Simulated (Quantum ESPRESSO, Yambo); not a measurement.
# ZnWO4 (P2/c): G0W0 with Yambo, start to end, part 2 of 3

Wanted: ground state, empty states, screening and self-energy for ZnWO4 (P2/c).

Quantum ESPRESSO 7.5 and Yambo 5.3.0; LDA and many-body steps on it, plane waves. Known limits of the many-body steps: not at the basis limit; d shell near the gap, gap tends to lie low; no spin-orbit coupling; coarse k mesh.

So far. Step 2 (Ground state): The gap is indirect, with the least direct gap 0.015 eV higher.

## Step 3: Bands along the symmetry lines

Level of this step: DFT, LDA, plane waves, norm-conserving pseudopotentials (Quantum ESPRESSO).

The cheap functional maps the bands first; the places of the edges decide which points the dearer methods must see.

File pw.in:

```
&control
  calculation = 'bands'
  prefix = 'x'
  outdir = 'o'
  pseudo_dir = 'pseudo'
/
&system
  ibrav = 0
  nat = 12
  ntyp = 3
  ecutwfc = 72.0
  nbnd = 64
  force_symmorphic = .true.
/
&electrons
  conv_thr = 1e-9
  electron_maxstep = 80
  diago_full_acc = .true.
  diago_thr_init = 5e-6
/
ATOMIC_SPECIES
  Zn 65.38 Zn.upf
  W 183.84 W.upf
  O 15.999 O.upf
CELL_PARAMETERS angstrom
  4.6986000000 -0.0000000000 0.0000000000
  -0.0000000000 5.7293000000 -0.0000000000
  -0.0529884090 -0.0000000000 4.9364156144
ATOMIC_POSITIONS crystal
  Zn 0.5000000000 0.6783662714 0.2500000000
  Zn 0.5000000000 0.3216337286 0.7500000000
  W 0.0000000000 0.1797176915 0.2500000000
  W 0.0000000000 0.8202823085 0.7500000000
  O 0.2127134037 0.1077526921 0.9345085621
  O 0.7872865928 0.1077526921 0.5654914111
  O 0.7872865928 0.8922473079 0.0654914111
  O 0.2127134037 0.8922473079 0.4345085621
  O 0.2578447892 0.3714211883 0.4017484683
  O 0.7421552072 0.3714211883 0.0982515050
  O 0.7421552072 0.6285788117 0.5982515050
  O 0.2578447892 0.6285788117 0.9017484683
K_POINTS crystal
  81
  0.00000000 0.00000000 0.00000000 1
  0.00000000 0.06250000 0.00000000 1
  0.00000000 0.12500000 0.00000000 1
  0.00000000 0.18750000 0.00000000 1
  0.00000000 0.25000000 0.00000000 1
  0.00000000 0.31250000 0.00000000 1
  0.00000000 0.37500000 0.00000000 1
  0.00000000 0.43750000 0.00000000 1
  0.00000000 0.50000000 0.00000000 1
  0.00000000 0.50000000 0.06250000 1
  0.00000000 0.50000000 0.12500000 1
  0.00000000 0.50000000 0.18750000 1
  0.00000000 0.50000000 0.25000000 1
  0.00000000 0.50000000 0.31250000 1
  0.00000000 0.50000000 0.37500000 1
  0.00000000 0.50000000 0.43750000 1
  0.00000000 0.50000000 0.50000000 1
  0.00000000 0.43750000 0.50000000 1
  0.00000000 0.37500000 0.50000000 1
  0.00000000 0.31250000 0.50000000 1
  0.00000000 0.25000000 0.50000000 1
  0.00000000 0.18750000 0.50000000 1
  0.00000000 0.12500000 0.50000000 1
  0.00000000 0.06250000 0.50000000 1
  0.00000000 0.00000000 0.50000000 1
  0.00000000 0.00000000 0.43750000 1
  0.00000000 0.00000000 0.37500000 1
  0.00000000 0.00000000 0.31250000 1
  0.00000000 0.00000000 0.25000000 1
  0.00000000 0.00000000 0.18750000 1
  0.00000000 0.00000000 0.12500000 1
  0.00000000 0.00000000 0.06250000 1
  0.00000000 0.00000000 0.00000000 1
  -0.06250000 0.00000000 0.06250000 1
  -0.12500000 0.00000000 0.12500000 1
  -0.18750000 0.00000000 0.18750000 1
  -0.25000000 0.00000000 0.25000000 1
  -0.31250000 0.00000000 0.31250000 1
  -0.37500000 0.00000000 0.37500000 1
  -0.43750000 0.00000000 0.43750000 1
  -0.50000000 0.00000000 0.50000000 1
  -0.50000000 0.06250000 0.50000000 1
  -0.50000000 0.12500000 0.50000000 1
  -0.50000000 0.18750000 0.50000000 1
  -0.50000000 0.25000000 0.50000000 1
  -0.50000000 0.31250000 0.50000000 1
  -0.50000000 0.37500000 0.50000000 1
  -0.50000000 0.43750000 0.50000000 1
  -0.50000000 0.50000000 0.50000000 1
  -0.43750000 0.50000000 0.43750000 1
  -0.37500000 0.50000000 0.37500000 1
  -0.31250000 0.50000000 0.31250000 1
  -0.25000000 0.50000000 0.25000000 1
  -0.18750000 0.50000000 0.18750000 1
  -0.12500000 0.50000000 0.12500000 1
  -0.06250000 0.50000000 0.06250000 1
  0.00000000 0.50000000 0.00000000 1
  -0.06250000 0.50000000 0.00000000 1
  -0.12500000 0.50000000 0.00000000 1
  -0.18750000 0.50000000 0.00000000 1
  -0.25000000 0.50000000 0.00000000 1
  -0.31250000 0.50000000 0.00000000 1
  -0.37500000 0.50000000 0.00000000 1
  -0.43750000 0.50000000 0.00000000 1
  -0.50000000 0.50000000 0.00000000 1
  -0.50000000 0.43750000 0.00000000 1
  -0.50000000 0.37500000 0.00000000 1
  -0.50000000 0.31250000 0.00000000 1
  -0.50000000 0.25000000 0.00000000 1
  -0.50000000 0.18750000 0.00000000 1
  -0.50000000 0.12500000 0.00000000 1
  -0.50000000 0.06250000 0.00000000 1
  -0.50000000 0.00000000 0.00000000 1
  -0.43750000 0.00000000 0.00000000 1
  -0.37500000 0.00000000 0.00000000 1
  -0.31250000 0.00000000 0.00000000 1
  -0.25000000 0.00000000 0.00000000 1
  -0.18750000 0.00000000 0.00000000 1
  -0.12500000 0.00000000 0.00000000 1
  -0.06250000 0.00000000 0.00000000 1
  0.00000000 0.00000000 0.00000000 1
```

Command:

```bash
OMP_NUM_THREADS=1 mpirun -n 8 pw.x -nk 8 -in pw.in > pw.out
```

Log:

```text
[banner, memory and clock lines left out]
Program PWSCF v.7.5 starts

     Atomic positions and unit cell read from directory:
     o/x.save/

     Message from routine setup:
     using ibrav=0 with symmetry is DISCOURAGED, use correct ibrav instead

     G-vector sticks info

     bravais-lattice index     =            0
     lattice parameter (alat)  =       8.8791  a.u.
     unit-cell volume          =     896.7644 (a.u.)^3
     number of atoms/cell      =           12
     number of atomic types    =            3
     number of electrons       =       116.00
     number of Kohn-Sham states=           64
     kinetic-energy cutoff     =      72.0000  Ry
     charge density cutoff     =     288.0000  Ry
     Exchange-correlation= SLA  PW   NOGX NOGC
                           (   1   4   0   0   0   0   0)

     celldm(1)=   8.879067  celldm(2)=   0.000000  celldm(3)=   0.000000
     celldm(4)=   0.000000  celldm(5)=   0.000000  celldm(6)=   0.000000

     crystal axes: (cart. coord. in units of alat)
               a(1) = (   1.000000  -0.000000   0.000000 )
               a(2) = (  -0.000000   1.219363  -0.000000 )
               a(3) = (  -0.011277  -0.000000   1.050614 )

     reciprocal axes: (cart. coord. in units 2 pi/alat)
               b(1) = (  1.000000  0.000000  0.010734 )
               b(2) = (  0.000000  0.820100  0.000000 )
               b(3) = (  0.000000  0.000000  0.951824 )
     Pseudo is Norm-conserving + core correction, Zval = 20.0
     Generated using ONCVPSP code by D. R. Hamann
     Using radial grid of 1296 points,  6 beta functions with:
     Pseudo is Norm-conserving + core correction, Zval = 14.0
     Generated using ONCVPSP code by D. R. Hamann
     Using radial grid of 1380 points,  8 beta functions with:
     Pseudo is Norm-conserving + core correction, Zval =  6.0
     Generated using ONCVPSP code by D. R. Hamann
     Using radial grid of  926 points,  5 beta functions with:
     Zn               20.00    65.38000     Zn( 1.00)
     W                14.00   183.84000     W ( 1.00)
     O                 6.00    15.99900     O ( 1.00)

      2 Sym. Ops., with inversion, found

   Cartesian axes

     site n.     atom                  positions (alat units)
         1        Zn     tau(   1) = (   0.4971806   0.8271749   0.2626535  )
         2        Zn     tau(   2) = (   0.4915419   0.3921883   0.7879606  )
         3        W      tau(   3) = (  -0.0028194   0.2191411   0.2626535  )
         4        W      tau(   4) = (  -0.0084581   1.0002221   0.7879606  )
         5        O      tau(   5) = (   0.2021745   0.1313897   0.9818079  )
         6        O      tau(   6) = (   0.7809093   0.1313897   0.5941133  )
         7        O      tau(   7) = (   0.7865480   1.0879735   0.0688062  )
[...]
11        O      tau(  11) = (   0.7354084   0.7664659   0.6285315  )
        12        O      tau(  12) = (   0.2476753   0.7664659   0.9473897  )

     number of k points=    81
                       cart. coord. in units 2pi/alat
        k(    1) = (   0.0000000   0.0000000   0.0000000), wk =   0.0246914
        k(    2) = (   0.0000000   0.0512563   0.0000000), wk =   0.0246914
        k(    3) = (   0.0000000   0.1025125   0.0000000), wk =   0.0246914
[...]
[... 69 further rows ...]
        k(   80) = (  -0.0625000   0.0000000  -0.0006709), wk =   0.0246914
        k(   81) = (   0.0000000   0.0000000   0.0000000), wk =   0.0246914

     Dense  grid:    73983 G-vectors     FFT dimensions: (  48,  60,  54)

     The potential is recalculated from file :
     o/x.save/charge-density

     Starting wfcs are   72 randomized atomic wfcs

     Band Structure Calculation

     End of band structure calculation

          k = 0.0000 0.0000 0.0000 (  9239 PWs)   bands (ev):

  -113.1984-113.1983 -67.8216 -67.8209 -67.8130 -67.8120 -67.8060 -67.8058
   -65.0509 -65.0427 -29.4399 -29.3932 -29.3719 -29.3051 -29.2953 -29.2552
    -8.9754  -7.6510  -7.4544  -7.2972  -7.2566  -7.2411  -6.8910  -6.7208
     2.7541   3.0017   3.3031   3.5108   3.7894   3.8911   3.9550   4.1404
[...]
k = 0.0000 0.0513 0.0000 (  9239 PWs)   bands (ev):

  -113.1984-113.1983 -67.8216 -67.8209 -67.8130 -67.8120 -67.8060 -67.8058
[...]
k = 0.0000 0.1025 0.0000 (  9247 PWs)   bands (ev):

  -113.1984-113.1983 -67.8216 -67.8210 -67.8130 -67.8120 -67.8060 -67.8058
[...]
k =-0.0625 0.0000 0.0588 (  9249 PWs)   bands (ev):

[...]
k =-0.1250 0.0000 0.1176 (  9258 PWs)   bands (ev):

[...]
k =-0.1875 0.0000 0.1765 (  9268 PWs)   bands (ev):

[...]
k =-0.1250 0.4101 0.1176 (  9250 PWs)   bands (ev):

[...]
k =-0.0625 0.4101 0.0588 (  9252 PWs)   bands (ev):

[...]
k = 0.0000 0.4101 0.0000 (  9254 PWs)   bands (ev):

[...]
k =-0.0625 0.4101-0.0007 (  9256 PWs)   bands (ev):

[...]
k =-0.1250 0.4101-0.0013 (  9258 PWs)   bands (ev):

[...]
k =-0.1875 0.4101-0.0020 (  9250 PWs)   bands (ev):

[...]
k =-0.1250 0.0000-0.0013 (  9275 PWs)   bands (ev):

[...]
k =-0.0625 0.0000-0.0007 (  9236 PWs)   bands (ev):

  -113.1984-113.1983 -67.8216 -67.8209 -67.8130 -67.8120 -67.8060 -67.8058
[...]
k = 0.0000 0.0000 0.0000 (  9239 PWs)   bands (ev):

  -113.1984-113.1983 -67.8216 -67.8209 -67.8130 -67.8120 -67.8060 -67.8058
[...]
7.1924   7.3493   7.6374   7.8957   8.0341   8.2066   8.3390   8.6779
     8.7793   8.8234  12.5046  12.8981  12.9198  12.9260  13.6718  13.8669

     XML data file, pseudopotentials, collected wavefunctions
```

Run time: 32 s. Hardware: 8 MPI ranks of Arm Neoverse V2, shared host; peak memory 1.1 GiB.

This step gave:

| Item | Value |
| --- | --- |
| gap | 2.919 eV |
| k of the valence top | -0.3125, 0, 0.3125 |
| k of the conduction bottom | 0, 0.5, 0 |
| least direct gap | 2.942 eV |

The gap is 2.919 eV, −0.007 eV from the run before at this level.

The electronic bands at the labelled points (eV, zero at the top of the highest filled band):

```tsv
point	band 55	band 56	band 57	band 58	band 59	band 60	band 61	band 62
Γ	-0.73	-0.39	-0.29	-0.24	3.44	3.83	3.85	3.86
halfway	-0.65	-0.51	-0.39	-0.12	3.18	3.60	3.94	4.22
Z	-0.66	-0.51	-0.49	-0.02	2.92	3.83	4.01	4.11
halfway	-0.73	-0.65	-0.29	-0.20	3.07	3.87	4.02	4.03
D	-0.62	-0.62	-0.27	-0.27	3.34	3.34	4.05	4.05
halfway	-0.55	-0.55	-0.17	-0.17	3.36	3.36	4.06	4.06
B	-0.51	-0.51	-0.13	-0.13	3.40	3.40	3.87	3.87
halfway	-0.65	-0.47	-0.25	-0.04	3.47	3.63	3.73	3.83
Γ	-0.73	-0.39	-0.29	-0.24	3.44	3.83	3.85	3.86
halfway	-0.77	-0.41	-0.33	-0.01	3.37	3.52	3.89	4.04
A	-0.43	-0.43	-0.17	-0.17	3.71	3.71	3.89	3.89
halfway	-0.58	-0.58	-0.23	-0.23	3.71	3.71	3.87	3.87
E	-0.87	-0.87	-0.31	-0.31	3.65	3.65	3.92	3.92
halfway	-0.75	-0.73	-0.31	-0.28	3.15	3.60	3.94	4.03
Z	-0.66	-0.51	-0.49	-0.02	2.92	3.83	4.01	4.11
halfway	-0.69	-0.68	-0.33	-0.28	3.18	3.80	3.92	4.33
C2	-0.70	-0.65	-0.45	-0.24	3.48	3.76	3.84	4.18
halfway	-0.73	-0.46	-0.44	-0.17	3.53	3.68	3.77	4.20
Y2	-0.43	-0.34	-0.19	-0.17	3.60	3.63	3.68	4.14
halfway	-0.74	-0.58	-0.25	-0.17	3.54	3.71	3.73	3.93
Γ	-0.73	-0.39	-0.29	-0.24	3.44	3.83	3.85	3.86
```

## Step 4: Empty states on the mesh, 4×2×4 mesh, 198 bands

The sums over transitions need many empty states on a uniform mesh; this step solves for them.

File pw.in:

```
&control
  calculation = 'nscf'
  prefix = 'x'
  outdir = 'o'
  pseudo_dir = 'pseudo'
/
&system
  ibrav = 0
  nat = 12
  ntyp = 3
  ecutwfc = 72.0
  nbnd = 198
  force_symmorphic = .true.
/
&electrons
  conv_thr = 1e-9
  electron_maxstep = 80
  diago_full_acc = .true.
  diago_thr_init = 5e-6
/
ATOMIC_SPECIES
  Zn 65.38 Zn.upf
  W 183.84 W.upf
  O 15.999 O.upf
CELL_PARAMETERS angstrom
  4.6986000000 -0.0000000000 0.0000000000
  -0.0000000000 5.7293000000 -0.0000000000
  -0.0529884090 -0.0000000000 4.9364156144
ATOMIC_POSITIONS crystal
  Zn 0.5000000000 0.6783662714 0.2500000000
  Zn 0.5000000000 0.3216337286 0.7500000000
  W 0.0000000000 0.1797176915 0.2500000000
  W 0.0000000000 0.8202823085 0.7500000000
  O 0.2127134037 0.1077526921 0.9345085621
  O 0.7872865928 0.1077526921 0.5654914111
  O 0.7872865928 0.8922473079 0.0654914111
  O 0.2127134037 0.8922473079 0.4345085621
  O 0.2578447892 0.3714211883 0.4017484683
  O 0.7421552072 0.3714211883 0.0982515050
  O 0.7421552072 0.6285788117 0.5982515050
  O 0.2578447892 0.6285788117 0.9017484683
K_POINTS automatic
  4 2 4 0 0 0
```

Command:

```bash
OMP_NUM_THREADS=1 mpirun -n 8 pw.x -nk 4 -in pw.in > pw.out
```

Log:

```text
[banner, memory and clock lines left out]
Program PWSCF v.7.5 starts

     Atomic positions and unit cell read from directory:
     o/x.save/

     Message from routine setup:
     using ibrav=0 with symmetry is DISCOURAGED, use correct ibrav instead

     bravais-lattice index     =            0
     lattice parameter (alat)  =       8.8791  a.u.
     unit-cell volume          =     896.7644 (a.u.)^3
     number of atoms/cell      =           12
     number of atomic types    =            3
     number of electrons       =       116.00
     number of Kohn-Sham states=          198
     kinetic-energy cutoff     =      72.0000  Ry
     charge density cutoff     =     288.0000  Ry
     Exchange-correlation= SLA  PW   NOGX NOGC
                           (   1   4   0   0   0   0   0)

     celldm(1)=   8.879067  celldm(2)=   0.000000  celldm(3)=   0.000000
     celldm(4)=   0.000000  celldm(5)=   0.000000  celldm(6)=   0.000000

     crystal axes: (cart. coord. in units of alat)
               a(1) = (   1.000000  -0.000000   0.000000 )
               a(2) = (  -0.000000   1.219363  -0.000000 )
               a(3) = (  -0.011277  -0.000000   1.050614 )

     reciprocal axes: (cart. coord. in units 2 pi/alat)
               b(1) = (  1.000000  0.000000  0.010734 )
               b(2) = (  0.000000  0.820100  0.000000 )
               b(3) = (  0.000000  0.000000  0.951824 )
     Pseudo is Norm-conserving + core correction, Zval = 20.0
     Generated using ONCVPSP code by D. R. Hamann
     Using radial grid of 1296 points,  6 beta functions with:
     Pseudo is Norm-conserving + core correction, Zval = 14.0
     Generated using ONCVPSP code by D. R. Hamann
     Using radial grid of 1380 points,  8 beta functions with:
     Pseudo is Norm-conserving + core correction, Zval =  6.0
     Generated using ONCVPSP code by D. R. Hamann
     Using radial grid of  926 points,  5 beta functions with:
     Zn               20.00    65.38000     Zn( 1.00)
     W                14.00   183.84000     W ( 1.00)
     O                 6.00    15.99900     O ( 1.00)

      2 Sym. Ops., with inversion, found

   Cartesian axes

     site n.     atom                  positions (alat units)
         1        Zn     tau(   1) = (   0.4971806   0.8271749   0.2626535  )
         2        Zn     tau(   2) = (   0.4915419   0.3921883   0.7879606  )
         3        W      tau(   3) = (  -0.0028194   0.2191411   0.2626535  )
         4        W      tau(   4) = (  -0.0084581   1.0002221   0.7879606  )
         5        O      tau(   5) = (   0.2021745   0.1313897   0.9818079  )
         6        O      tau(   6) = (   0.7809093   0.1313897   0.5941133  )
         7        O      tau(   7) = (   0.7865480   1.0879735   0.0688062  )
[...]
11        O      tau(  11) = (   0.7354084   0.7664659   0.6285315  )
        12        O      tau(  12) = (   0.2476753   0.7664659   0.9473897  )

     number of k points=    20
                       cart. coord. in units 2pi/alat
        k(    1) = (   0.0000000   0.0000000   0.0000000), wk =   0.0625000
        k(    2) = (   0.0000000   0.0000000   0.2379561), wk =   0.1250000
        k(    3) = (   0.0000000   0.0000000  -0.4759121), wk =   0.0625000
[...]
[... 8 further rows ...]
        k(   19) = (  -0.5000000  -0.4100501   0.2325890), wk =   0.1250000
        k(   20) = (  -0.5000000  -0.4100501  -0.4812792), wk =   0.0625000

     Dense  grid:    73983 G-vectors     FFT dimensions: (  48,  60,  54)

     The potential is recalculated from file :
     o/x.save/charge-density

     Starting wfcs are   72 randomized atomic wfcs +  126 random wfcs

     Band Structure Calculation

     End of band structure calculation

          k = 0.0000 0.0000 0.0000 (  9239 PWs)   bands (ev):

  -113.1984-113.1983 -67.8216 -67.8209 -67.8130 -67.8120 -67.8060 -67.8058
   -65.0509 -65.0427 -29.4399 -29.3932 -29.3719 -29.3051 -29.2953 -29.2552
    -8.9755  -7.6510  -7.4544  -7.2972  -7.2566  -7.2411  -6.8910  -6.7208
     2.7541   3.0017   3.3031   3.5108   3.7894   3.8911   3.9550   4.1404
[...]
[... 13 further rows ...]
[...]
61.4863  62.5795  62.5908  62.9112  63.2648  63.5488

          k = 0.0000 0.0000 0.2380 (  9239 PWs)   bands (ev):

  -113.1984-113.1984 -67.8215 -67.8211 -67.8128 -67.8122 -67.8060 -67.8058
[...]
[... 13 further rows ...]
[...]
62.1294  62.3636  62.3973  62.6658  62.9235  63.4869

          k = 0.0000 0.0000-0.4759 (  9224 PWs)   bands (ev):

  -113.1984-113.1984 -67.8213 -67.8213 -67.8124 -67.8124 -67.8059 -67.8059
[...]
20.4507  20.4507  21.5078  21.5078  21.8200  21.8200  23.7725  23.7725
     [... 13 further rows ...]
    59.7552  59.7552  60.5268  60.5268  61.2270  61.2270  61.6663  61.6663
    62.1888  62.1888  63.2169  63.2169  63.7703  63.7705

          k = 0.0000-0.4101 0.0000 (  9254 PWs)   bands (ev):

     [... further k-points ...]

     highest occupied, lowest unoccupied level (ev):     9.0547   11.9868

     XML data file, pseudopotentials, collected wavefunctions
```

It took 58 s on 8 MPI ranks; peak memory 1.1 GiB; 7.7 min of CPU time.

Numbers from this step:

```yaml
gap: 2.932 eV
k_of_the_valence_top: 0.25, 0, -0.25
k_of_the_conduction_bottom: 0, -0.5, 0
least_direct_gap: 2.942 eV
k_points_computed: 20
lowest_point_of_the_top_converged_band_above_the_valence_top: 53.6272 eV
```

On this mesh the gap is 2.932 eV.

[end of part 2 of 3]

[Paths, hosts, dates, memory and timing lines, banners, echoed tables and standing remarks are left out of the program output.]

[Logs are printed without paths, hosts, clocks, repeated set-up lines and the standing remarks that a program may print on its own settings, such as how far it seeks lower states.]

[Runs of the session that timed out or met a known fault of the program may be left out.]

[Hosts, paths, dates, database ids (printed as entryN), source tags and the programs' standing remarks are cut or masked in the printed files.]
